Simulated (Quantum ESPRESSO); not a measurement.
# Voltage at the next charge: Li(100), 5 layers against an electrode

**Set-up.** Quantum ESPRESSO 7.5, PBE, GBRV ultrasoft; ESM with bc3, a metal electrode 6.03 Å above the top atoms; cell area 12.180 Å²; ions fixed. V is the potential energy of an electron at the electrode over the slab's Fermi level, divided by e, so that it equals the work function at zero charge; positive charge removes electrons.

```tsv
charge (e a cell)	V (V)
0	2.907
0.0183	4.017
0.0365	5.173
```

To predict: What is V at a charge of 0.0731 e, and what capacitance do the rows imply?

**Worked estimate.** The last two rows give dV/dq = (5.173 − 4.017)/(0.0365 − 0.0183) = 63.5 V/e, so C = 1602/(12.180 × 63.5) = 2.07 µF/cm², an effective gap of 8.854/2.07 = 4.28 Å. At constant C, V = 5.173 + 63.5 × 0.0366 = 7.50 V.

**The withheld run.** V = 7.615 V; the estimate misses by −0.12 V, 4.8 % of the step. Over the three intervals C goes 2.17, 2.07 and 1.97 µF/cm²: it falls as electrons leave, the surface charge drawing back towards the atoms.

Caveats: Vacuum fills the gap; a dielectric or electrolyte would change C. The slab is thin.

[Logs are printed without paths, hosts, clocks, repeated set-up lines and the standing remarks that a program may print on its own settings, such as how far it seeks lower states.]
